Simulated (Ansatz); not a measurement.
## Quasi-harmonic thermodynamics of ZnS (F-43m)

Wanted: α(T), C_P(T) and B(T) of ZnS in the quasi-harmonic approximation.

What experiment has found for this phase:
- bulk modulus 71.4 GPa near room temperature (given in “High-Throughput Prediction of Finite-Temperature Properties using the Quasi-Harmonic Approximation”, 2016, arXiv:1603.06924)

Main program and level: Ansatz 0.2.0; DFT LDA, scalar-relativistic, plane waves, PAW; PAW set soft_1.

The database entry behind the starting cell differs from later determinations by our own check (about 0.1 % short), so it need not match the best structure at ambient conditions.

## Step 1: Set-up

The structure is cubic, space group F-43m (No. 216). The conventional cell has a = 5.404 Å, b = 5.404 Å, c = 5.404 Å, α = 90.00°, β = 90.00°, γ = 90.00°. Zn has 4 S at 2.34 Å nearest. S has 4 Zn at 2.34 Å nearest. Farther neighbours and most contacts between anions are not listed.

## Step 2: Probe on a coarse mesh

Before spending time, one coarse run tells the gap and the pressure of the starting cell.

input.yaml reads:

```yaml
crystal:
  lattice:
    - [0.0, 2.702, 2.702]
    - [2.702, 0.0, 2.702]
    - [2.702, 2.702, 0.0]
  atoms:
    - { symbol: Zn, position: [0.25, 0.25, 0.25] }
    - { symbol: S, position: [0.0, 0.0, 0.0] }
kpoints:
  mp_grid: { grid: [6, 6, 6] }
hamiltonian:
  xc: lda
  pseudopotentials: { kind: paw, azcp: { folder: soft_1 }, xc_functional: pbe }
scf:
  occupations: { method: gaussian, width: 0.1 }
  lower_state_search: "off"
output:
  forces: true
  stress: true
  eigenvalues: true
```

Run with:

```console
> ansatz run input.yaml --threads 8 --pin off --max-ram 16384MiB --backend cpu --events-out ev --progress --plain --runs-dir out
```

Numbers of over 12 decimals in the logs are rounded to 6 here.

What it wrote:

```text
Engine: ansatz 0.2.0, aarch64-unknown-linux-gnu
Pseudopotentials: kind: paw
Pseudopotential: Zn, paw, valence charge 12, recommended cutoff 420 eV (normal), soft_1/Zn.paw.azcp
Pseudopotential: S, paw, valence charge 6, recommended cutoff 420 eV (normal), soft_1/S.paw.azcp
Functional definition: SPW92
  exchange = slater_x
  correlation = pw_c
Crystal: 2 atoms, lattice volume = 39.454 Å³
Basis set: ecut = 420 eV, 749 PW (Γ)
Bands: 13, of which v1, the nominal top of the filled ones, is band 9 counted from 1 (8 counted from 0)
Symmetry: 24 space group operations
Space group: F-43m (ITA 216), of the structure as read, at distance tolerance 3.4e-5 Å
k-points: 16 of 216 (time reversal used)
Non-local potential: Zn, projectors of the file, l = 0: 2, l = 1: 2, l = 2: 3, l = 3: 1
Non-local potential: S, projectors of the file, l = 0: 2, l = 1: 2, l = 2: 1
PAW form: soft (Blöchl's): semilocal exchange-correlation on the pseudo side does not see the compensation charge
PAW frozen core: Zn, regenerated for the run's functional, and the local potential with it (the file was generated under x = pbe(κ = 0.804, μ = 0.219515), c = pbe(β = 0.066725))
PAW frozen core: S, regenerated for the run's functional, and the local potential with it (the file was generated under x = pbe(κ = 0.804, μ = 0.219515), c = pbe(β = 0.066725))
PAW one-centre angular grid: Zn, 590 points (default); XC on 64 Gauss nodes
PAW one-centre angular grid: S, 110 points (default); XC on 64 Gauss nodes
Initial density: superposition of atomic densities (chi_scale 0.1, normalization cell, long waves kept (reshape's long-wave potential 0.00 eV rms))
Initial wavefunctions: pseudopotential atomic-orbital guess
Functional: x = slater, c = lda
SCF iter   1: F=—  HF=-4117.506241 eV  |F-HF|=—  |Δ(HF+E_count)|=         —  Δρ=3.81e-2  dr2=3.38e-1  ethr=3.10e-3  ⟨swp⟩=6.2  Hψ=1504  notcnv=0
preconditioner: auto → none  [insulator: Δε(μ)=2.092 eV  Ē_g=12.512 eV  σ=0.100 eV  W_gap=1.00  n_scr=14 (ndim 8)  ℏωp=25.1 eV  f_vac=0.000  D(μ)=0.00/eV (n_scr^D=0)  ε∞_Penn≈5.0]
SCF iter   2: F=—  HF=-4117.421837 eV  |F-HF|=—  |Δ(HF+E_count)|=   8.44e-2  Δρ=1.42e-2  dr2=4.24e-2  ethr=1.88e-3  ⟨swp⟩=2.0  Hψ=528  notcnv=0
SCF iter   3: F=—  HF=-4117.408662 eV  |F-HF|=—  |Δ(HF+E_count)|=   1.32e-2  Δρ=9.47e-3  dr2=1.73e-2  ethr=2.36e-4  ⟨swp⟩=2.0  Hψ=408  notcnv=0
SCF iter   4: F=—  HF=-4117.404272 eV  |F-HF|=—  |Δ(HF+E_count)|=   4.39e-3  Δρ=2.12e-3  dr2=1.24e-3  ethr=9.60e-5  ⟨swp⟩=2.2  Hψ=464  notcnv=0
SCF iter   5: F=—  HF=-4117.404137 eV  |F-HF|=—  |Δ(HF+E_count)|=   1.35e-4  Δρ=6.14e-4  dr2=8.39e-5  ethr=6.86e-6  ⟨swp⟩=2.9  Hψ=379  notcnv=0
SCF iter   6: F=—  HF=-4117.404154 eV  |F-HF|=—  |Δ(HF+E_count)|=   1.67e-5  Δρ=9.59e-5  dr2=1.67e-6  ethr=4.66e-7  ⟨swp⟩=1.9  Hψ=330  notcnv=0
SCF iter   7: F=-4117.404154 eV  HF=-4117.404154 eV  |F-HF|=3.97e-8  |Δ(HF+E_count)|=   1.95e-7  Δρ=1.08e-5  dr2=4.54e-8  ethr=5.56e-10  ⟨swp⟩=5.1  Hψ=1343  notcnv=0
SCF 1 converged in 7 iterations: F = -4117.404154 eV  dr2 = 4.54e-8
  greatest PAW one-centre occupation: 0.984 electrons in one spin orbital (limit 2), on the Zn atom at site 0 (counted from 0), in its partial waves of l = 2
SCF converged after 7 iterations
Free energy (F): -4117.404154 eV
Harris-Foulkes:  -4117.404154 eV  (|F-HF|=3.97e-8)
Internal energy: -4117.404154 eV  (E = F + TS)
E sigma→0 (E₀):  -4117.404154 eV
Fermi energy:    6.421833 eV
--- Per-component energies (eV) ---
  E_band       = -2.051960
  E_kinetic    = 253.835023
  E_local      = -2272.121964  (includes V_loc(G=0)·N_el)
  E_nonlocal   = 857.700091
  E_hartree    = 862.798788
  E_xc         = -165.912097
  E_vxc        = -134.538963  (∫ρ·V_xc dr)
  E_paw        = -2402.034792  (= ΣΔE_a)
  E_vpaw       = -432.521040  (= ΣTr[D̂ρ^β])
  E_aug_tail   = -0.000250  (compensation charges beyond the density's cutoff)
  E_ewald      = -1253.379294
  E_core_change = 1.710341  (= ΣΔE_core)
  E_smearing   = -0.000000  (= −TS)
  E_closure    = -0.000000  (closes the sum)
  Σ components = -4117.404154   (vs F -4117.404154, Δ=0.00e0)
--- Forces (eV/Å), atoms counted from 1 ---
  atom   1  Zn    -0.00000000     0.00000000    -0.00000000
  atom   2  S      0.00000000    -0.00000000    -0.00000000
  max |Σ_I F_I| component: 2.78e-17 eV/Å
--- Stress (GPa, compression-positive) ---
       -4.534978      -0.000000       0.000000
       -0.000000      -4.534978       0.000000
       -0.000000       0.000000      -4.534978
  P = ⅓ Tr σ = -4.5350 GPa (-45.350 kbar)
--- Band table (eV; the first three rows and the last of 16) ---
  k-point 0: bands = [... 5 lower, -0.5125, 5.4933, 5.4933, 5.4933, 7.3445, 11.7101, 11.7101, 11.7101]
  k-point 1: bands = [... 5 lower, -0.5145, 3.7459, 5.2425, 5.2425, 8.4946, 11.6669, 12.1128, 12.1128]
  k-point 2: bands = [... 5 lower, -0.5011, 1.5098, 4.8090, 4.8090, 8.7037, 12.3636, 12.3636, 13.0926]
  k-point 15: bands = [... 5 lower, -0.1491, 0.8137, 2.8193, 2.8432, 10.1409, 10.6700, 14.2881, 14.2968]
```

Elapsed: 0.93 s, on 8 threads of Arm Neoverse V1, shared host; peak memory 0.29 GiB.

Numbers from this step:

- pressure: -4.535 GPa
- gap on the k-mesh: 1.851 eV
- volume per atom: 19.73 Å³/atom

The start is under -4.5 GPa at this level and looks like an insulator or semiconductor on this mesh.

## Step 3: Relaxation

The vibrations must be taken about the equilibrium of this functional, not about the starting cell, so the structure is relaxed.

input.yaml, the sections that differ from step 2:

```yaml
kpoints:
  mp_grid: { grid: [10, 10, 10] }
scf:
  occupations: { method: gaussian, width: 0.02 }
  lower_state_search: "off"
relax:
  adjacent_minimum: "off"
  f_tol: 0.005
  max_steps: 80
  cell: { stress_tol: 0.05 }
# crystal, hamiltonian, output: as in step 2
```

What it wrote:

```text
[...]
Crystal: 2 atoms, lattice volume = 39.454 Å³
Basis set: ecut = 420 eV, 749 PW (Γ)
Bands: 13, of which v1, the nominal top of the filled ones, is band 9 counted from 1 (8 counted from 0)
Symmetry: 24 space group operations
[...]
k-points: 47 of 1000 (time reversal used)
[...]
SCF iter   1: F=—  HF=-4117.509459 eV  |F-HF|=—  |Δ(HF+E_count)|=         —  Δρ=3.81e-2  dr2=3.36e-1  ethr=3.10e-3  ⟨swp⟩=6.5  Hψ=4483  notcnv=0
[...]
SCF iter   7: F=-4117.407988 eV  HF=-4117.407988 eV  |F-HF|=1.99e-8  |Δ(HF+E_count)|=   1.38e-7  Δρ=1.00e-5  dr2=2.52e-8  ethr=5.56e-10  ⟨swp⟩=5.1  Hψ=3846  notcnv=0
SCF 1 converged in 7 iterations: F = -4117.407988 eV  dr2 = 2.52e-8
[...]
relax step   1: F+E_penalty+E_count = -4117.40798838 eV  Δ(F+E_penalty+E_count) = +0.000e0 eV  max|allowed force component| = 2.128e-16 eV/Å  Δτ_max = 0.0000 Å  P = -4.555 GPa  Ω = 39.454 Å³  (7 SCF iters, dr2 threshold 1.00e-7 eV, accepted)
Crystal: 2 atoms, lattice volume = 38.079 Å³
Basis set: ecut = 420 eV, 725 PW (Γ)
[...]
iter 1 solved again at ethr=6.42e-6 eV; its pass at ethr=3.10e-3 eV (dr2=1.16e-3 eV) is discarded
[...]
SCF iter   5: F=-4117.437075 eV  HF=-4117.437075 eV  |F-HF|=2.16e-8  |Δ(HF+E_count)|=   3.42e-7  Δρ=2.26e-5  dr2=8.12e-8  ethr=1.11e-9  ⟨swp⟩=4.0  Hψ=3008  notcnv=0
SCF 2 converged in 5 iterations: F = -4117.437075 eV  dr2 = 8.12e-8
[...]
relax step   2: F+E_penalty+E_count = -4117.43707454 eV  Δ(F+E_penalty+E_count) = -2.909e-2 eV  max|allowed force component| = 6.476e-17 eV/Å  Δτ_max = 0.0000 Å  P = -2.026 GPa  Ω = 38.079 Å³  energy of the carried Pulay correction = +4.901e-4 eV  (5 SCF iters, dr2 threshold 2.00e-7 eV, accepted)
Crystal: 2 atoms, lattice volume = 37.045 Å³
[...]
SCF iter   5: F=-4117.443397 eV  HF=-4117.443397 eV  |F-HF|=2.08e-8  |Δ(HF+E_count)|=   1.55e-7  Δρ=1.87e-5  dr2=5.33e-8  ethr=1.11e-9  ⟨swp⟩=6.3  Hψ=3339  notcnv=0
SCF 3 converged in 5 iterations: F = -4117.443397 eV  dr2 = 5.33e-8
relax step   3: F+E_penalty+E_count = -4117.44339707 eV  Δ(F+E_penalty+E_count) = -6.323e-3 eV  max|allowed force component| = 5.667e-17 eV/Å  Δτ_max = 0.0000 Å  P = +0.243 GPa  Ω = 37.045 Å³  energy of the carried Pulay correction = +8.704e-4 eV  (5 SCF iters, dr2 threshold 2.00e-7 eV, accepted)
[...]
relax step   4: F+E_penalty+E_count = -4117.44343482 eV  Δ(F+E_penalty+E_count) = -3.776e-5 eV  max|allowed force component| = 8.211e-17 eV/Å  Δτ_max = 0.0000 Å  P = -0.011 GPa  Ω = 37.153 Å³  energy of the carried Pulay correction = +8.302e-4 eV  (4 SCF iters, dr2 threshold 1.48e-7 eV, accepted)
[...]
SCF iter   6: F=-4117.442610 eV  HF=-4117.442610 eV  |F-HF|=1.82e-12  |Δ(HF+E_count)|=  3.27e-11  Δρ=1.29e-7  dr2=1.81e-12  ethr=1.00e-12  ⟨swp⟩=6.6  Hψ=2927  notcnv=0
SCF 5 converged in 6 iterations: F = -4117.442610 eV  dr2 = 1.81e-12
relax step   5: F+E_penalty+E_count = -4117.44261035 eV  Δ(F+E_penalty+E_count) = +8.245e-4 eV  max|allowed force component| = 9.368e-17 eV/Å  Δτ_max = 0.0000 Å  P = -0.013 GPa  Ω = 37.153 Å³  stress off target by 1.30e-2 GPa  SCF on the basis re-selected at this cell (its energy is not comparable with the rows above)  (6 SCF iters)
basis re-selected at this cell: Δ(F+E_penalty+E_count) = +8.245e-4 eV, ΔP = -0.002 GPa vs the last step (what re-selecting the basis moved, of the pressure what is left beyond the Pulay correction that the steps carried, after the strain that the cell walked since its last selection, with what the two solves' SCF thresholds leave and, on support functions, any second-order correction that the steps lacked; it is no m [...]
SCF converged after 6 iterations
Free energy (F): -4117.442610 eV
[...]
Internal energy: -4117.442610 eV  (E = F + TS)
E sigma→0 (E₀):  -4117.442610 eV
Fermi energy:    7.356606 eV
[...]
--- Stress (GPa, compression-positive) ---
       -0.013000      -0.000000      -0.000000
        0.000000      -0.013000       0.000000
       -0.000000       0.000000      -0.013000
  P = ⅓ Tr σ = -0.0130 GPa (-0.130 kbar)
--- Band table (eV; the first three rows and the last of 47) ---
  k-point 0: bands = [... 5 lower, 0.1076, 6.2970, 6.2970, 6.2970, 8.4160, 12.4662, 12.4662, 12.4662]
  k-point 1: bands = [... 5 lower, 0.1059, 5.4422, 6.1863, 6.1863, 9.0502, 12.3935, 12.6515, 12.6515]
  k-point 2: bands = [... 5 lower, 0.1056, 3.9831, 5.9201, 5.9201, 9.6608, 12.7101, 13.0161, 13.0161]
  k-point 46: bands = [... 5 lower, 0.5599, 1.3271, 3.2442, 3.3322, 11.3858, 12.0512, 14.5971, 14.6987]
--- Relaxed structure (4 steps of the walk, 4 accepted, 1 SCFs on fresh bases) ---
  F+E_penalty+E_count = -4117.44261035 eV   max|allowed force component| = 9.368e-17 eV/Å   (the final SCF, on the basis selected at the relaxed cell)
  cell:  # Å, volume = 37.1531 Å³
    - [0, 2.648429, 2.648429]
    - [2.648429, 0, 2.648429]
    - [2.648429, 2.648429, 0]
  atoms:
    - { symbol: Zn, position: [0.250000, 0.250000, 0.250000] }
    - { symbol: S, position: [0, 0, 0] }
```

Elapsed: 2.8 s, on 8 threads; peak memory 0.37 GiB.

Step by step:

```
step  energy less that of the first step (eV)  largest force component (eV/Å)  pressure (GPa)  volume (Å³)
   1                                   0.0000                          0.0000           -4.55        39.45
   2                                  -0.0291                          0.0000           -2.03        38.08
   3                                  -0.0354                          0.0000            0.24        37.04
   4                                  -0.0354                          0.0000           -0.01        37.15
  5*                                  -0.0346                          0.0000           -0.01        37.15
```

Relaxation steps marked * repeat the geometry before them on a plane-wave basis chosen anew for their cell, so energy and pressure can jump there.

Forces are held to the 24 operations that the run works with; a distortion that breaks them can't arise in this run.

```
conventional cell, symmetrised  before  after  change
                         a (Å)   5.404  5.297  -2.0 %
                         b (Å)   5.404  5.297  -2.0 %
                         c (Å)   5.404  5.297  -2.0 %
              volume (Å³/atom)   19.73  18.58  -5.8 %
```

Final coordinates:

```xyz
2
Lattice="0.0000 2.6484 2.6484 2.6484 0.0000 2.6484 2.6484 2.6484 0.0000" Properties=species:S:1:pos:R:3 pbc="T T T"
Zn    1.3242    1.3242    1.3242
S     0.0000    0.0000    0.0000
```

Numbers from this step:

```
pressure          : -0.01300 GPa
gap on the k-mesh : 2.119 eV
volume per atom   : 18.58 Å³/atom
```

The relaxation ends with a pressure of -0.01 GPa.

## Step 4: Relaxing to small residual forces and stress

The thresholds are tightened for a last relaxation ahead of the phonons, and where mesh or smearing change with them the cell follows.

input.yaml, the sections that differ from step 3:

```yaml
crystal:
  lattice:
    - [0.0, 2.6484291753, 2.6484291753]
    - [2.6484291753, 0.0, 2.6484291753]
    - [2.6484291753, 2.6484291753, 0.0]
  atoms:
    - { symbol: Zn, position: [0.25, 0.25, 0.25] }
    - { symbol: S, position: [0.0, 0.0, 0.0] }
kpoints:
  mp_grid: { grid: [12, 12, 12] }
scf:
  occupations: { method: fixed }
  lower_state_search: "off"
relax:
  adjacent_minimum: "off"
  f_tol: 0.001
  max_steps: 60
  cell: { stress_tol: 0.01 }
# hamiltonian, output: as in step 3
```

What it wrote:

```text
[...]
Crystal: 2 atoms, lattice volume = 37.153 Å³
Basis set: ecut = 420 eV, 725 PW (Γ)
Bands: 13, of which v1, the nominal top of the filled ones, is band 9 counted from 1 (8 counted from 0)
Symmetry: 24 space group operations
[...]
k-points: 72 of 1728 (time reversal used)
[...]
k-point 71: bands = [... 5 lower, 0.5833, 1.3201, 3.1883, 3.2863, 11.8024, 12.4468, 14.0808, 14.2587]
--- Relaxed structure (2 steps of the walk, 2 accepted, 1 SCFs on fresh bases) ---
[...]
cell:  # Å, volume = 37.1501 Å³
    - [0, 2.648358, 2.648358]
    - [2.648358, 0, 2.648358]
    - [2.648358, 2.648358, 0]
  atoms:
    - { symbol: Zn, position: [0.25, 0.25, 0.25] }
    - { symbol: S, position: [0, 0, 0] }
[key lines of the parts left out:]
SCF converged after 6 iterations
Free energy (F): -4117.442650 eV
Fermi energy:    6.298103 eV
P = ⅓ Tr σ = -0.0059 GPa (-0.059 kbar)
```

The job ended after 2.3 s (8 threads; peak memory 0.39 GiB; 15 s of CPU time).

Little changed from the start: no atom moved by 0.005 Å and no cell edge by 0.1 %.

Numbers from this step:

| Item | Value |
| --- | --- |
| pressure | -0.005851 GPa |

The residual pressure is -0.0059 GPa, small enough for phonons.

(Part 1 of 2 ends here.)

[Logs are printed without paths, hosts, clocks, repeated set-up lines and the standing remarks that a program may print on its own settings, such as how far it seeks lower states.]

[Hosts, paths, dates, database ids (printed as entryN), source tags and the programs' standing remarks are cut or masked in the printed files.]

[A step with changed settings may run another functional than the one named; its input shows which.]
